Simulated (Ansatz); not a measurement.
# Cd (Cadmium): the spin part of the Knight shift

Wanted: spin susceptibility and spin part of the Knight shift of Cd (Cadmium), from the response to a Zeeman field.

Main program and level: Ansatz 0.2.0; DFT, PBE, plane-wave PAW, default files (PAW set soft_2), collinear spin, scalar-relativistic.

## (1) Starting point

The structure is hexagonal, space group P6_3/mmc (No. 194). The conventional cell has a = 2.979 Å, b = 2.979 Å, c = 5.618 Å, α = 90.00°, β = 90.00°, γ = 120.00°. Cd has 12 Cd at 2.98 to 3.29 Å nearest.

The cell is an entry of the Crystallography Open Database; it need not be the form that is stable at ambient conditions.

## (2) The crystal in a Zeeman field

A field acting on the spins alone polarises the electrons at the Fermi level, and through exchange the cores. The spin density that this leaves at a nucleus gives the contact field (2μ₀/3) μB ρ_s, and its ratio to B is the isotropic contact shift K; the spin-dipolar anisotropy is not included. The field, 300 T, is far above laboratory fields so that the moment stands clear of numerical noise; it splits the spins by 35 meV, against a smearing of 70 meV. The net moment comes from states near the Fermi level, so the mesh must be dense.

File input.yaml:

```yaml
crystal:
  lattice:
    - [2.97887, 0.0, 0.0]
    - [-1.489435, 2.5797770946, 0.0]
    - [0.0, 0.0, 5.61765]
  atoms:
    - { symbol: Cd, position: [0.6666666667, 0.3333333333, 0.75] }
    - { symbol: Cd, position: [0.3333333333, 0.6666666667, 0.25] }
kpoints:
  mp_grid: { grid: [21, 21, 10] }
scf:
  lower_state_search: "off"
  occupations: { method: fermi_dirac, width: 0.07 }
  convergence: { dr2_threshold: 1.0e-10 }
hamiltonian:
  xc: pbe
output:
  efg: { contact_densities: true }
  forces: true
  dos: { de: 0.02 }
  write_density: true
  write_potential: true
  elf: true
  volumetric_format: npy
magnetization:
  spin_polarized: true
  magnetic_field: 300
```

On the command line:

```
$ ansatz run input.yaml --threads 2 --pin off --max-ram 4096MiB --backend cpu --events-out ev --progress --plain --runs-dir out
```

Numbers of over 12 decimals in the logs are rounded to 6 here.

The program printed:

```text
[a pick of lines, long numbers rounded; other set-up, energy and force rows are left out]
Functional definition: PBE
Basis set: ecut = 420 eV, 835 PW (Γ), exchange–correlation on 40×40×80 points (8 copies of the dense FFT grid, shifted against one another)
Symmetry: 24 space group operations
k-points: 288 of 4410
SCF iter   1: F=—  HF=-16508.186202 eV  |F-HF|=—  |Δ(HF+E_count)|=         —  Δρ=2.04e-2 (↑1.62e-2 ↓2.04e-2)  dr2=3.93e-1  dr2_m=6.10e-2  M=1.005 μB ∫|m|=1.005 μB  ethr=1.10e-3  ⟨swp⟩=1.0  Hψ=70380  notcnv=0
SCF iter   2: F=—  HF=-16508.886033 eV  |F-HF|=—  |Δ(HF+E_count)|=         —  Δρ=2.16e-2 (↑2.16e-2 ↓1.46e-2)  dr2=4.29e-1  dr2_m=5.28e-2  M=0.132 μB ∫|m|=0.185 μB  β_m=0.30  ethr=9.83e-4  ⟨swp⟩=2.0  Hψ=16010  notcnv=0
preconditioner: auto → Kerker (q_TF=auto, 2.694 Å⁻¹)  [metal: Δε(μ)=0.005 eV  Ē_g=12.896 eV  σ=0.070 eV  W_gap=0.02  n_scr=22 (ndim 8)  ℏωp=27.7 eV  f_vac=0.000  D(μ)=0.55/eV (n_scr^D=2)]
SCF iter   3: F=—  HF=-16508.880890 eV  |F-HF|=—  |Δ(HF+E_count)|=   5.14e-3  Δρ=1.48e-2 (↑1.48e-2 ↓1.11e-2)  dr2=2.22e-1  dr2_m=2.68e-2  M=0.098 μB ∫|m|=0.140 μB  β_m=0.30  ethr=9.83e-4  ⟨swp⟩=2.0  Hψ=19298  notcnv=0
SCF iter   4: F=—  HF=-16508.856616 eV  |F-HF|=—  |Δ(HF+E_count)|=   2.43e-2  Δρ=8.40e-3 (↑6.98e-3 ↓8.40e-3)  dr2=2.15e-2  dr2_m=1.36e-2  M=0.076 μB ∫|m|=0.105 μB  β_m=0.30  ethr=5.55e-4  ⟨swp⟩=2.0  Hψ=23682  notcnv=0
SCF iter   5: F=—  HF=-16508.889803 eV  |F-HF|=—  |Δ(HF+E_count)|=         —  Δρ=1.03e-3 (↑9.89e-4 ↓1.03e-3)  dr2=1.60e-3  dr2_m=4.34e-6  M=0.009 μB ∫|m|=0.009 μB  β_m=1.00  ethr=5.38e-5  ⟨swp⟩=5.9  Hψ=45141  notcnv=0
SCF iter   6: F=—  HF=-16508.889713 eV  |F-HF|=—  |Δ(HF+E_count)|=   8.93e-5  Δρ=7.43e-4 (↑7.43e-4 ↓7.32e-4)  dr2=8.49e-4  dr2_m=1.69e-7  M=0.010 μB ∫|m|=0.010 μB  β_m=1.00  ethr=4.01e-6  ⟨swp⟩=1.0  Hψ=18432  notcnv=0
SCF iter   7: F=—  HF=-16508.889959 eV  |F-HF|=—  |Δ(HF+E_count)|=   2.46e-4  Δρ=4.84e-4 (↑4.83e-4 ↓4.84e-4)  dr2=2.32e-4  dr2_m=6.70e-9  M=0.010 μB ∫|m|=0.010 μB  β_m=0.30  ethr=2.12e-6  ⟨swp⟩=2.5  Hψ=23486  notcnv=0
SCF iter   8: F=—  HF=-16508.889975 eV  |F-HF|=—  |Δ(HF+E_count)|=   1.56e-5  Δρ=3.45e-4 (↑3.45e-4 ↓3.45e-4)  dr2=1.33e-4  dr2_m=3.64e-9  M=0.010 μB ∫|m|=0.010 μB  β_m=0.65  ethr=5.79e-7  ⟨swp⟩=1.0  Hψ=13824  notcnv=0
SCF iter   9: F=—  HF=-16508.890023 eV  |F-HF|=—  |Δ(HF+E_count)|=   4.82e-5  Δρ=1.03e-4 (↑1.03e-4 ↓1.02e-4)  dr2=1.67e-5  dr2_m=7.72e-11  M=0.010 μB ∫|m|=0.010 μB  β_m=0.82  ethr=3.32e-7  ⟨swp⟩=2.3  Hψ=18755  notcnv=0
SCF iter  10: F=—  HF=-16508.890033 eV  |F-HF|=—  |Δ(HF+E_count)|=   1.07e-5  Δρ=1.43e-5 (↑1.39e-5 ↓1.43e-5)  dr2=3.49e-7  dr2_m=1.44e-10  M=0.010 μB ∫|m|=0.010 μB  β_m=0.91  ethr=4.17e-8  ⟨swp⟩=2.8  Hψ=19903  notcnv=0
SCF iter  11: F=—  HF=-16508.890035 eV  |F-HF|=—  |Δ(HF+E_count)|=   1.28e-6  Δρ=4.33e-6 (↑4.28e-6 ↓4.33e-6)  dr2=3.59e-8  dr2_m=4.28e-12  M=0.010 μB ∫|m|=0.010 μB  β_m=0.96  ethr=8.72e-10  ⟨swp⟩=2.1  Hψ=20484  notcnv=0
SCF iter  12: F=—  HF=-16508.890035 eV  |F-HF|=—  |Δ(HF+E_count)|=   2.79e-9  Δρ=6.83e-7 (↑6.78e-7 ↓6.83e-7)  dr2=5.84e-10  dr2_m=1.81e-13  M=0.010 μB ∫|m|=0.010 μB  β_m=0.98  ethr=8.98e-11  ⟨swp⟩=2.1  Hψ=20666  notcnv=0
SCF iter  13: F=-16508.890035 eV  HF=-16508.890035 eV  |F-HF|=7.28e-12  |Δ(HF+E_count)|=  6.18e-11  Δρ=1.40e-7 (↑1.40e-7 ↓1.38e-7)  dr2=2.81e-11  dr2_m=1.53e-14  M=0.010 μB ∫|m|=0.010 μB  β_m=0.99  ethr=1.00e-12  ⟨swp⟩=5.0  Hψ=57945  notcnv=0
SCF iter  14: F=-16508.890035 eV  HF=-16508.890035 eV  |F-HF|=7.28e-12  |Δ(HF+E_count)|=  1.09e-11  Δρ=3.87e-8 (↑3.87e-8 ↓3.84e-8)  dr2=1.70e-12  dr2_m=5.15e-17  M=0.010 μB ∫|m|=0.010 μB  ethr=1.00e-12  ⟨swp⟩=3.4  Hψ=48798  notcnv=0
SCF converged after 14 iterations
Magnetization: 0.0098 μB (20.0049 up, 19.9951 down)
Absolute magnetization: 0.0098 μB (∫|ρ↑−ρ↓|, with the PAW one-centre terms)
Per-site moments (μB) at R_I (Å): [(0.002397, 1.228784), (0.002397, 1.228784)]
Free energy (F): -16508.890035 eV
Fermi energy:    14.755359 eV
--- Forces (eV/Å), atoms counted from 1 ---
--- PAW observables at the nuclei: V_zz in 10²¹ V/m², potentials from the cell's mean, atoms counted from 1 ---
  atom   1  Cd V_zz =    +7.062438   η = 0.0000   by run symmetry: allowed
            electrostatic potential = -7710.362936 V   contact ρ = 1035946.007510 e/Å³   contact ρ_s (e/Å³): all electrons +0.165166, valence +0.164506
  atom   2  Cd V_zz =    +7.062438   η = 0.0000   by run symmetry: allowed
            electrostatic potential = -7710.362936 V   contact ρ = 1035946.007510 e/Å³   contact ρ_s (e/Å³): all electrons +0.165166, valence +0.164506
--- Band table (eV; the first three rows and the last of 576) ---
  k-point 0 ↑: bands = ["-88.4259", "-88.4248", "-49.4851", "-49.4658", "-49.4486", "-49.4486", "-49.4465", "-49.4465", "4.8026", "5.0691", "5.4331", "5.4331", "5.4842", "5.4842", "5.8227", "5.9567", "5.9567", "6.2085", "6.2085", "11.6458", "11.6644", "25.0159", "28.4196", "29.3743"]
  k-point 1 ↑: bands = ["-88.4258", "-88.4248", "-49.4846", "-49.4663", "-49.4485", "-49.4485", "-49.4465", "-49.4465", "4.8090", "5.0625", "5.4325", "5.4325", "5.4815", "5.4815", "5.8830", "5.9647", "5.9647", "6.2038", "6.2038", "10.5768", "12.8307", "24.3894", "28.4278", "29.4125"]
  k-point 2 ↑: bands = ["-88.4258", "-88.4249", "-49.4832", "-49.4676", "-49.4484", "-49.4484", "-49.4467", "-49.4467", "4.8276", "5.0433", "5.4315", "5.4315", "5.4741", "5.4741", "5.9874", "5.9874", "6.0636", "6.1899", "6.1899", "9.6003", "14.0982", "23.0509", "28.4406", "29.3465"]
  k-point 287 ↓: bands = ["-88.3855", "-88.3855", "-49.4504", "-49.4504", "-49.4491", "-49.4491", "-49.4327", "-49.4327", "5.2965", "5.2965", "5.4735", "5.4735", "5.6717", "5.6717", "5.7789", "5.7789", "6.2232", "6.2232", "15.7689", "15.7689", "16.2558", "16.2558", "16.5756", "16.5756"]
```

Run time: 49 s. Hardware: 2 threads of Arm Neoverse N1, shared host; peak memory 0.62 GiB; 91 s of CPU time.

The moment is 0.00978 μB a cell, a spin susceptibility of 9.10 × 10⁻⁶ emu per mole of atoms. With 7.769 T for 1 e/Å³:

```csv
site,nucleus,contact shift (ppm),from valence states,rest (mostly cores)
Cd,113Cd,4280,4260,17
```

The split depends on the files: semicore shells that they treat as valence count in the first part.

## (3) Is the response linear?

The shift is a ratio that holds only while the moment grows in step with the field, so the field is doubled.

Changes to input.yaml since step 2:

```diff
@@ -19,9 +19,4 @@
   forces: true
-  dos: { de: 0.02 }
-  write_density: true
-  write_potential: true
-  elf: true
-  volumetric_format: npy
 magnetization:
   spin_polarized: true
-  magnetic_field: 300
+  magnetic_field: 600
```

The program printed:

```text
[a pick of lines, long numbers rounded; other set-up, energy and force rows are left out]
[...]
Basis set: ecut = 420 eV, 835 PW (Γ), exchange–correlation on 40×40×80 points (8 copies of the dense FFT grid, shifted against one another)
Symmetry: 24 space group operations
k-points: 288 of 4410
[...]
SCF converged after 13 iterations
Magnetization: 0.0195 μB (20.0097 up, 19.9903 down)
Absolute magnetization: 0.0195 μB (∫|ρ↑−ρ↓|, with the PAW one-centre terms)
Per-site moments (μB) at R_I (Å): [(0.00477823, 1.228784), (0.00477823, 1.228784)]
Free energy (F): -16508.890289 eV
Fermi energy:    14.754517 eV
--- Forces (eV/Å), atoms counted from 1 ---
[...]
atom   1  Cd V_zz =    +7.063571   η = 0.0000   by run symmetry: allowed
[...]
atom   2  Cd V_zz =    +7.063571   η = 0.0000   by run symmetry: allowed
[...]
```

Wall time 37 s (2 threads); peak memory 0.62 GiB.

The moment goes from 0.00978 to 0.0195 μB, a factor of 1.99, and the shift of Cd from 4280 to 4270 ppm. The response is linear on all sites, to 3 % of the larger of shift and valence part or 3 ppm; the largest move is -12 ppm, on Cd.

## (4) Other settings

Each row names what differs in the settings from the first run, the PAW files staying the same unless named (PBE, default files (PAW set soft_2), mesh 21×21×10, fermi dirac smearing of 0.07 eV, cutoff 420 eV, 300 T). Shifts in ppm; times on 2 threads of Arm Neoverse N1, shared host.

```csv
run,time,χ_s (10⁻⁶ emu/mol),Cd
first run,49 s,9.10,4280
fermi dirac 0.2 eV,44 s,10.4,5350
mesh 7×7×4,4.5 s,4.02,2510
"r2SCAN, cutoff 500 eV",2.3 min,7.92,2980
cold 0.07 eV,44 s,12.1,5060
```

## (5) Outcome

| Item | Value |
| --- | --- |
| 113Cd contact shift | 4280 ppm |
| spin susceptibility | 9.10 × 10⁻⁶ emu per mole of atoms |

**Reading.** The spin part of the Knight shift is 4280 ppm on Cd in the first run. Another form of smearing at the same width (cold) changes the shift of Cd by +18 %; it is narrower in effect than Fermi-Dirac smearing, so mesh noise enters. Widening the smearing to 0.2 eV changes the shift of Cd by +25 %. No row of the table has a finer mesh on this cell, so the value may still hold a sampling error; the coarser mesh 7×7×4 differs by -41 % on Cd. Another functional changes the shift of Cd by -30 % (r2SCAN, with its higher cutoff). Over the rows of this table on the first cell the shift spans 2510 to 5350 ppm on Cd. 2 further runs of this session (failed, refused or on trial settings) are not shown. The orbital shift is left out.

[Logs are printed without paths, hosts, clocks, repeated set-up lines and the standing remarks that a program may print on its own settings, such as how far it seeks lower states.]

[Hosts, paths, dates, database ids (printed as entryN), source tags and the programs' standing remarks are cut or masked in the printed files.]
